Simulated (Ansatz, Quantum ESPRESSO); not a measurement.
# TlBi (Pm-3m): from the cell to the phonon bands, part 2 of 3

How does TlBi (Pm-3m) vibrate, and is this structure a minimum?

Quantum ESPRESSO 7.5; DFT LDA, scalar-relativistic, plane waves, PseudoDojo norm-conserving pseudopotentials.

So far. Step 2 (A first look): No gap opens on this mesh, so smearing is kept; the start stands at -4.7 GPa. Step 4 (Self-consistent run for the response): The cell stands at -0.005 GPa, close enough for phonons. The relaxed cell has a = 3.850 Å (conventional setting).

## (7) Phonons on a q mesh

Linear response treats each wavevector in the unit cell, with no supercell; the 2×2×2 mesh fixes the range of the force constants to be had. The change of the potential is kept for the electron-phonon matrix elements.

Contents of ph.in:

```
phonons
&inputph
   prefix = 'x'
   outdir = './tmp'
   fildyn = 'x.dyn'
   tr2_ph = 1.0d-18
   alpha_mix(1) = 0.4
   nmix_ph = 8
   ldisp = .true.
   nq1 = 2
   nq2 = 2
   nq3 = 2
   electron_phonon = 'interpolated'
   fildvscf = 'dvscf'
   el_ph_sigma = 0.005
   el_ph_nsigma = 10
/
```

Run with:

```bash
$ OMP_NUM_THREADS=1 mpirun -n 8 ph.x -nk 8 -in ph.in > ph.out
```

Numbers of over 12 decimals in the logs are rounded to 6 here.

Output:

```text
[banners, grids, parts of the stress and lines that vanish by symmetry left out]
[banner, memory and clock lines left out]
Program PHONON v.7.5

     ./tmp/x.save/

     IMPORTANT: XC functional enforced from input :
     Exchange-correlation= PW
                           (   1   4   0   0   0   0   0)
     Any further DFT definition will be discarded
     Please, verify this is what you really want

     G-vector sticks info

     Reading collected, re-writing distributed wavefunctions in ./tmp/

     Dynamical matrices for ( 2, 2, 2)  uniform grid of q-points
     (   4 q-points):
       N         xq(1)         xq(2)         xq(3)
       1   0.000000000   0.000000000   0.000000000
       2   0.000000000   0.000000000  -0.500000000
       3   0.000000000  -0.500000000  -0.500000000
       4  -0.500000000  -0.500000000  -0.500000000

     Number and degeneracy of irreps per q-point
       N         xq(1)         xq(2)         xq(3)   N irreps
       1   0.000000000   0.000000000   0.000000000       2
        3   3
       2   0.000000000   0.000000000  -0.500000000       4
[...]
3   0.000000000  -0.500000000  -0.500000000       4
[...]
4  -0.500000000  -0.500000000  -0.500000000       2
        3   3

     Saving dvscf to file. Distribute only q points, not irreducible representations.

     Calculation of q =    0.0000000   0.0000000   0.0000000

     phonons

     bravais-lattice index     =            0
     lattice parameter (alat)  =       7.2749  a.u.
     unit-cell volume          =     385.0252 (a.u.)^3
     number of atoms/cell      =            2
     number of atomic types    =            2
     kinetic-energy cut-off    =      70.0000  Ry
     charge density cut-off    =     280.0000  Ry
     convergence threshold     =      1.0E-18
     beta                      =       0.4000
     number of iterations used =            8
     Exchange-correlation= PW
                           (   1   4   0   0   0   0   0)

     celldm(1)=    7.27495  celldm(2)=    0.00000  celldm(3)=    0.00000
     celldm(4)=    0.00000  celldm(5)=    0.00000  celldm(6)=    0.00000

     crystal axes: (cart. coord. in units of alat)
               a(1) = (  1.0000  0.0000  0.0000 )
               a(2) = (  0.0000  1.0000  0.0000 )
               a(3) = (  0.0000  0.0000  1.0000 )

     reciprocal axes: (cart. coord. in units 2 pi/alat)
               b(1) = (  1.0000  0.0000  0.0000 )
               b(2) = (  0.0000  1.0000  0.0000 )
               b(3) = (  0.0000  0.0000  1.0000 )

     Atoms inside the unit cell:

     Cartesian axes

     site n.  atom      mass           positions (alat units)
        1  Tl    204.3800   tau(    1) = (    0.00000    0.00000    0.00000  )
        2  Bi    208.9804   tau(    2) = (    0.50000    0.50000    0.50000  )

     Computing dynamical matrix for
                    q = (   0.0000000   0.0000000   0.0000000 )

     49 Sym.Ops. (with q -> -q+G )

     G cutoff =  375.3684  (  30551 G-vectors)     FFT grid: ( 40, 40, 40)

     number of k points=    35  Marzari-Vanderbilt smearing, width (Ry)=  0.0200

     PseudoPot. # 1 for Tl read from file:
     ./pseudo/Tl.upf
     Pseudo is Norm-conserving + core correction, Zval = 13.0

     PseudoPot. # 2 for Bi read from file:
     ./pseudo/Bi.upf
     Pseudo is Norm-conserving + core correction, Zval = 15.0

     Mode symmetry, O_h (m-3m)  point group:

     Atomic displacements:
     There are    2 irreducible representations

     Representation     1      3 modes -  To be done

     Representation     2      3 modes -  To be done

     Alpha used in Ewald sum =   2.7000

     Representation #   1 modes #   1   2   3

     Self-consistent Calculation
      thresh= 1.000E-02 alpha_mix =  0.400 |ddv_scf|^2 =  3.471E-06
      thresh= 1.863E-04 alpha_mix =  0.400 |ddv_scf|^2 =  3.305E-08
      thresh= 1.818E-05 alpha_mix =  0.400 |ddv_scf|^2 =  2.496E-09
      thresh= 4.996E-06 alpha_mix =  0.400 |ddv_scf|^2 =  4.027E-10
[...]
End of self-consistent calculation

     Convergence has been achieved

     Representation #   2 modes #   4   5   6

     Self-consistent Calculation
[...]
End of self-consistent calculation

     Convergence has been achieved

     Number of q in the star =    1
     List of q in the star:
[...]
Diagonalizing the dynamical matrix

     q = (    0.000000000   0.000000000   0.000000000 )

 **************************************************************************
     freq (    1) =       0.023498 [THz] =       0.783804 [cm-1]
     freq (    2) =       0.023498 [THz] =       0.783804 [cm-1]
     freq (    3) =       0.023498 [THz] =       0.783804 [cm-1]
     freq (    4) =       2.060633 [THz] =      68.735327 [cm-1]
     freq (    5) =       2.060633 [THz] =      68.735327 [cm-1]
     freq (    6) =       2.060633 [THz] =      68.735327 [cm-1]
 **************************************************************************

     Mode symmetry, O_h (m-3m)  point group:

     freq (   1-   3) =          0.8  [cm-1]   --> T_1u G_15  G_4- I
     freq (   4-   6) =         68.7  [cm-1]   --> T_1u G_15  G_4- I
     Electron-phonon interaction  ...

     [... narrower broadenings left out ...]
     Gaussian Broadening:   0.020 Ry, ngauss=   0
     DOS =  7.080619 states/spin/Ry/Unit Cell at Ef= 11.658903 eV
     lambda(    1)=  0.0000   gamma=    0.01 GHz
     lambda(    2)=  0.0000   gamma=    0.01 GHz
     lambda(    3)=  0.0000   gamma=    0.01 GHz
     lambda(    4)=  0.0117   gamma=    0.34 GHz
     lambda(    5)=  0.0119   gamma=    0.34 GHz
     lambda(    6)=  0.0115   gamma=    0.33 GHz
     [... wider broadenings left out ...]

     Number of q in the star =    1
     List of q in the star:
[...]
Calculation of q =    0.0000000   0.0000000  -0.5000000
     [... set-up and bands at k+q left out ...]

     Mode symmetry, D_4h(4/mmm) point group:

     Atomic displacements:
     There are    4 irreducible representations

     Representation     1      1 modes -  To be done

     Representation     2      2 modes -  To be done

[...]
Message from routine init_vloc:
     Interpolation table for Vloc re-allocated

     Alpha used in Ewald sum =   2.7000

     Representation #   1 mode #   1

     Self-consistent Calculation

[...]
[... iterations left out ...]
[...]
End of self-consistent calculation

     Convergence has been achieved

     Representation #   2 modes #   2   3

     Self-consistent Calculation

[...]
[... iterations left out ...]
[...]
End of self-consistent calculation

     Convergence has been achieved

     Representation #   3 mode #   4

[...]
[... iterations left out ...]
[...]
Convergence has been achieved

     Representation #   4 modes #   5   6

[...]
[... iterations left out ...]
[...]
Convergence has been achieved

     Number of q in the star =    3
     List of q in the star:
[...]
Diagonalizing the dynamical matrix

     q = (    0.000000000   0.000000000  -0.500000000 )

 **************************************************************************
     freq (    1) =       1.524828 [THz] =      50.862800 [cm-1]
     freq (    2) =       1.524828 [THz] =      50.862800 [cm-1]
     freq (    3) =       1.531935 [THz] =      51.099835 [cm-1]
     freq (    4) =       1.531935 [THz] =      51.099835 [cm-1]
     freq (    5) =       1.616219 [THz] =      53.911269 [cm-1]
     freq (    6) =       2.002558 [THz] =      66.798140 [cm-1]
 **************************************************************************

     Mode symmetry, D_4h(4/mmm) point group:

     freq (   1-   2) =         50.9  [cm-1]   --> E_g  X_5  M_5
     freq (   3-   4) =         51.1  [cm-1]   --> E_u  X_5' M_5'
     freq (   5-   5) =         53.9  [cm-1]   --> A_1g X_1  M_1
     freq (   6-   6) =         66.8  [cm-1]   --> A_2u X_4' M_4'
     Electron-phonon interaction  ...

     [... narrower broadenings left out ...]
     Gaussian Broadening:   0.020 Ry, ngauss=   0
     DOS =  7.080619 states/spin/Ry/Unit Cell at Ef= 11.658903 eV
     lambda(    1)=  0.1589   gamma=    2.50 GHz
     lambda(    2)=  0.1636   gamma=    2.57 GHz
     lambda(    3)=  0.0502   gamma=    0.80 GHz
     lambda(    4)=  0.0503   gamma=    0.80 GHz
     lambda(    5)=  0.4761   gamma=    8.41 GHz
     lambda(    6)=  0.1823   gamma=    4.94 GHz
     [... wider broadenings left out ...]

     Number of q in the star =    3
     List of q in the star:
[...]
Calculation of q =    0.0000000  -0.5000000  -0.5000000
     [... set-up and bands at k+q left out ...]

     Mode symmetry, D_4h(4/mmm) point group:

     Atomic displacements:
     There are    4 irreducible representations

[...]
Alpha used in Ewald sum =   2.7000

     Representation #   1 mode #   1

[...]
Convergence has been achieved

     Representation #   2 mode #   2

[...]
Convergence has been achieved

     Representation #   3 modes #   3   4

[...]
Convergence has been achieved

     Representation #   4 modes #   5   6

[...]
Convergence has been achieved

     Number of q in the star =    3
     List of q in the star:
[...]
Diagonalizing the dynamical matrix

     q = (    0.000000000  -0.500000000  -0.500000000 )

 **************************************************************************
     freq (    1) =      -0.373869 [THz] =     -12.470920 [cm-1]
     freq (    2) =      -0.373869 [THz] =     -12.470920 [cm-1]
     freq (    3) =       1.545444 [THz] =      51.550451 [cm-1]
     freq (    4) =       1.593137 [THz] =      53.141333 [cm-1]
     freq (    5) =       2.563139 [THz] =      85.497117 [cm-1]
     freq (    6) =       2.563139 [THz] =      85.497117 [cm-1]
 **************************************************************************

     Mode symmetry, D_4h(4/mmm) point group:

     freq (   1-   2) =        -12.5  [cm-1]   --> E_u  X_5' M_5'
     freq (   3-   3) =         51.6  [cm-1]   --> B_1u X_2' M_2'
     freq (   4-   4) =         53.1  [cm-1]   --> A_2u X_4' M_4'
     freq (   5-   6) =         85.5  [cm-1]   --> E_u  X_5' M_5'
     Electron-phonon interaction  ...

     [... narrower broadenings left out ...]
     Gaussian Broadening:   0.020 Ry, ngauss=   0
     DOS =  7.080619 states/spin/Ry/Unit Cell at Ef= 11.658903 eV
     lambda(    1)=  0.0000   gamma=    1.47 GHz
     lambda(    2)=  0.0000   gamma=    1.38 GHz
     lambda(    3)=  0.0444   gamma=    0.72 GHz
     lambda(    4)=  0.0612   gamma=    1.05 GHz
     lambda(    5)=  0.0732   gamma=    3.25 GHz
     lambda(    6)=  0.0729   gamma=    3.24 GHz
     [... wider broadenings left out ...]

     Number of q in the star =    3
     List of q in the star:
[...]
Calculation of q =   -0.5000000  -0.5000000  -0.5000000
     [... set-up and bands at k+q left out ...]

     Mode symmetry, O_h (m-3m)  point group:

     Atomic displacements:
     There are    2 irreducible representations

     Representation     1      3 modes -  To be done

     Representation     2      3 modes -  To be done

     Alpha used in Ewald sum =   2.7000

     Representation #   1 modes #   1   2   3

     Self-consistent Calculation

[...]
[... iterations left out ...]
[...]
End of self-consistent calculation

     Convergence has been achieved

     Representation #   2 modes #   4   5   6

     Self-consistent Calculation

      thresh= 1.000E-02 alpha_mix =  0.400 |ddv_scf|^2 =  6.335E-06

      [... iterations left out ...]
      thresh= 1.334E-10 alpha_mix =  0.400 |ddv_scf|^2 =  4.396E-21

     End of self-consistent calculation

     Convergence has been achieved

     Number of q in the star =    1
     List of q in the star:
          1  -0.500000000  -0.500000000  -0.500000000

     Diagonalizing the dynamical matrix

     q = (   -0.500000000  -0.500000000  -0.500000000 )

 **************************************************************************
     freq (    1) =       1.463217 [THz] =      48.807662 [cm-1]
     freq (    2) =       1.463217 [THz] =      48.807662 [cm-1]
     freq (    3) =       1.463217 [THz] =      48.807662 [cm-1]
     freq (    4) =       1.973427 [THz] =      65.826425 [cm-1]
     freq (    5) =       1.973427 [THz] =      65.826425 [cm-1]
     freq (    6) =       1.973427 [THz] =      65.826425 [cm-1]
 **************************************************************************

     Mode symmetry, O_h (m-3m)  point group:

     freq (   1-   3) =         48.8  [cm-1]   --> T_2g G_25' G_5+
     freq (   4-   6) =         65.8  [cm-1]   --> T_1u G_15  G_4-
     Electron-phonon interaction  ...

     [... narrower broadenings left out ...]
     Gaussian Broadening:   0.020 Ry, ngauss=   0
     DOS =  7.080619 states/spin/Ry/Unit Cell at Ef= 11.658903 eV
     lambda(    1)=  0.4686   gamma=    6.78 GHz
     lambda(    2)=  0.4637   gamma=    6.71 GHz
     lambda(    3)=  0.4726   gamma=    6.84 GHz
     lambda(    4)=  0.0823   gamma=    2.17 GHz
     lambda(    5)=  0.0812   gamma=    2.14 GHz
     lambda(    6)=  0.0838   gamma=    2.21 GHz
     [... wider broadenings left out ...]

     Number of q in the star =    1
     List of q in the star:
          1  -0.500000000  -0.500000000  -0.500000000


[key lines of the parts left out:]
the Fermi energy is    11.5781 ev
```

Elapsed: 7.2 min, on 8 MPI ranks of Arm Neoverse V2, shared host; 58 min of CPU time.

This step gave:

```yaml
largest_acoustic_frequency_at_the_zone_centre_before_the_sum_rule: 0.78 cm⁻¹
highest_optical_zone_centre_mode_no_lo_to_term: 68.74 cm⁻¹
lowest_optical_zone_centre_mode: 68.74 cm⁻¹
lowest_mode_on_the_q_mesh_acoustic_ones_at_the_zone_centre_apart: -12.47 cm⁻¹
```

Frequencies (cm⁻¹) at each irreducible wavevector; negative means imaginary. Frequencies by wavevector:

```tsv
q (fractions)	star	mode 1	mode 2	mode 3	mode 4	mode 5	mode 6
0 0 0	1	0.78	0.78	0.78	68.74	68.74	68.74
0 0 -0.5	3	50.86	50.86	51.1	51.1	53.91	66.8
0 -0.5 -0.5	3	-12.47	-12.47	51.55	53.14	85.5	85.5
-0.5 -0.5 -0.5	1	48.81	48.81	48.81	65.83	65.83	65.83
```

Couplings of single modes at a Gaussian broadening of 0.02 Ry, as ph.x prints them; it sets λ to zero for modes under 20 cm⁻¹. Mode couplings:

```tsv
q (fractions)	mode	frequency (cm⁻¹)	λ	linewidth γ (GHz)
0 0 -0.5	1	50.86	0.1589	2.5
0 0 -0.5	2	50.86	0.1636	2.57
0 0 -0.5	3	51.1	0.0502	0.8
0 0 -0.5	4	51.1	0.0503	0.8
0 0 -0.5	5	53.91	0.4761	8.41
0 0 -0.5	6	66.8	0.1823	4.94
0 -0.5 -0.5	3	51.55	0.0444	0.72
0 -0.5 -0.5	4	53.14	0.0612	1.05
0 -0.5 -0.5	5	85.5	0.0732	3.25
0 -0.5 -0.5	6	85.5	0.0729	3.24
-0.5 -0.5 -0.5	1	48.81	0.4686	6.78
-0.5 -0.5 -0.5	2	48.81	0.4637	6.71
-0.5 -0.5 -0.5	3	48.81	0.4726	6.84
-0.5 -0.5 -0.5	4	65.83	0.0823	2.17
-0.5 -0.5 -0.5	5	65.83	0.0812	2.14
-0.5 -0.5 -0.5	6	65.83	0.0838	2.21
```

Optical modes; normalised displacements of the dynamical-matrix file. The modes at Γ (shares of kinetic energy by element, %):

```tsv
mode	frequency (cm⁻¹)	symmetry	Tl %	Bi %
1	68.7	T1u	51	49
2	68.7	T1u	51	49
3	68.7	T1u	51	49
```

Displacements in mode 3 (68.7 cm⁻¹), the largest set to 1:
```
Tl1 -0.80 -1.00  0.01
Bi2  0.78  0.98 -0.01
```

The acoustic modes at Γ come out as far as 0.8 cm⁻¹ from zero, where they should vanish, a small numerical error.

## (8) Force constants in real space

The dynamical matrices of the mesh are Fourier-transformed to force constants in real space.

Contents of q2r.in:

```
&input
   fildyn = 'x.dyn'
   zasr = 'crystal'
   flfrc = 'x.fc'
   la2F = .true.
/
```

Run with:

```bash
$ q2r.x < q2r.in > q2r.out
```

Output:

```text
[banners, grids, parts of the stress and lines that vanish by symmetry left out]
[banner, memory and clock lines left out]
Program Q2R v.7.5

  reading grid info from file x.dyn0

  reading force constants from file x.dyn1
  Dielectric Tensor not found
  nqs=            1
 q=   0.00000000  0.00000000  0.00000000
  reading force constants from file x.dyn2
  nqs=            3
 q=   0.00000000  0.00000000 -0.50000000
[...]
reading force constants from file x.dyn3
  nqs=            3
[...]
q=  -0.50000000  0.00000000 -0.50000000
  reading force constants from file x.dyn4
  nqs=            1
 q=  -0.50000000 -0.50000000 -0.50000000

      q-space grid ok, #points =    8

      fft-check success (sum of imaginary terms < 10^-12)

   Preparing gamma for a2F

 Broadening =      0.005
      q-space grid ok, #points =    8

      fft-check success (sum of imaginary terms < 10^-12)

 Broadening =      0.010
[...]
Broadening =      0.045
      q-space grid ok, #points =    8

      fft-check success (sum of imaginary terms < 10^-12)

 Broadening =      0.050
      q-space grid ok, #points =    8

      fft-check success (sum of imaginary terms < 10^-12)
```

Run time: 0.48 s. Hardware: 1 thread.

## (9) Interpolated phonon bands

From the force constants any wavevector is cheap; points of the mesh come back as solved, but for the sum rule and, in polar crystals, the LO-TO term at Γ; the rest is interpolation.

Contents of matdyn.in:

```
&input
   asr = 'crystal'
   flfrc = 'x.fc'
   flfrq = 'x.freq'
   flvec = 'x.modes'
   q_in_band_form = .true.
   q_in_cryst_coord = .true.
/
8
  0.0000000   0.0000000   0.0000000  12  ! GAMMA
  0.0000000   0.5000000   0.0000000  12  ! X
  0.5000000   0.5000000   0.0000000  12  ! M
  0.0000000   0.0000000   0.0000000  12  ! GAMMA
  0.5000000   0.5000000   0.5000000  12  ! R
  0.0000000   0.5000000   0.0000000   1  ! X
  0.5000000   0.5000000   0.5000000  12  ! R
  0.5000000   0.5000000   0.0000000   1  ! M
```

Run with:

```bash
$ matdyn.x -in matdyn.in > matdyn.out
```

Output:

```text
[banner, memory and clock lines left out]
Program MATDYN v.7.5

 mass for atomic type   1 not given; uses mass from file x.fc
 mass for atomic type   2 not given; uses mass from file x.fc
 Norm of the difference between old and new effective charges:    0.000000

 Norm of the difference between old and new force-constants:   1.20992e-05

     Message from routine matdyn:
     Z* not found in file x.fc, TO-LO splitting at q=0 will be absent!
     Message from routine matdyn:
     Z* not found in file x.fc, TO-LO splitting at q=0 will be absent!

Note: The following floating-point exceptions are signalling: IEEE_UNDERFLOW_FLAG
```

Run time: 0.47 s. Hardware: 1 thread.

Read from the output:

```
lowest frequency on the path : -12.47 cm⁻¹
```

Matdyn.x, sum rule crystal. Phonon branches along the path, in cm⁻¹:

```tsv
point	branch 1	branch 2	branch 3	branch 4	branch 5	branch 6
Γ	0	0	0	69	69	69
halfway	28	28	36	64	64	69
X	51	51	51	51	54	67
halfway	23	29	51	52	76	79
M	-12	-12	52	53	86	86
halfway	2	37	48	61	62	78
Γ	0	0	0	69	69	69
halfway	30	30	35	70	72	72
R	49	49	49	66	66	66
halfway	23	27	52	59	76	79
X	51	51	51	51	54	67
jump to R	49	49	49	66	66	66
halfway	27	27	50	60	79	79
M	-12	-12	52	53	86	86
```

The phonon branches as a text plot (rows in cm⁻¹):

```
     83 |            *******                                  ***
     79 |           **    * *                      ***       *
     75 |          *       * **          ***     ******     *
     71 |        ***           **   **********  **    **   *
     67 |******** *         * ******        ****        ***
     63 |   **   *           * *    *  *        ***    *   **
     59 |     *            ** *      *             **   *    *
     55 |      **     *****  *        *              **  *    ***
     51 |       **********   *        *        ******************
     47 |     ** *        **                ***         * *
     43 |    **  **         * *      * *   *    *      *   *
     39 |         *                       * **   *     *
     34 |   **     *       *   *        **       *    *     *
     30 |   *                *      *   ** *      *  *
     26 |  *       *      *   *        *  *        ** *      *
     22 |           *          **     *             **
     18 |  *        **                                        *
     14 | *          *   *      *  * *
     10 | *                      *  *
      6 |*                   *** * *
      2 |                       ***
     -2 |
     -6 |             * *  **                                  *
    -10 |             *****                                     *
         Γ      X      M          Γ            R        X|R     M
```

Lowest modes at the softest wavevector of the mesh; phase exp(i q.(R + tau)). Modes at q = (0.000, 0.500, 0.500), with each element's share of the kinetic energy (negative means imaginary):

```tsv
mode	frequency (cm⁻¹)	Tl %	Bi %
1	-12.5	44	56
2	-12.5	44	56
3	51.6	0	100
4	53.1	100	0
5	85.5	56	44
6	85.5	56	44
```

Displacements in mode 1 (-12.5 cm⁻¹), the largest set to 1, in the home cell:
```
Tl1  0.00 -0.90  0.00
Bi2  0.00  0.00 -1.00
```

Displacements in mode 3 (51.6 cm⁻¹), the largest set to 1, in the home cell:
```
Tl1  0.00  0.00  0.00
Bi2 -1.00  0.00  0.00
```

Force constants by pair (phonopy on the run's constants); pairs near half the supercell's span include their periodic images. Pair force constants, by row:

```tsv
atom	neighbour	distance (Å)	third of the trace (eV/Å²)	along the pair's line (eV/Å²)
Tl1	itself	0	2.558	–
Tl1	Bi	3.334	-0.2244	-0.929
Tl1	Tl	3.85	-0.2184	-0.5976
Tl1	Tl	5.444	-0.0108	-0.053
Tl1	Tl	6.668	-0.0755	-0.0755
Bi2	itself	0	2.091	–
Bi2	Tl	3.334	-0.2244	-0.929
Bi2	Bi	3.85	-0.0328	-0.1372
Bi2	Bi	5.444	-0.0926	-0.0812
Bi2	Bi	6.668	0.0805	0.0805
```

Mode patterns, pair constants, displacements and means over the zone were worked out by phonopy from the force constants of q2r.x.

The path dips to 12i cm⁻¹.

(Part 2 of 3 ends here.)

[Host names and launcher messages were left out of these logs when they were recorded.]

[Logs are printed without paths, hosts, clocks, repeated set-up lines and the standing remarks that a program may print on its own settings, such as how far it seeks lower states.]

[Hosts, paths, dates, database ids (printed as entryN), source tags and the programs' standing remarks are cut or masked in the printed files.]
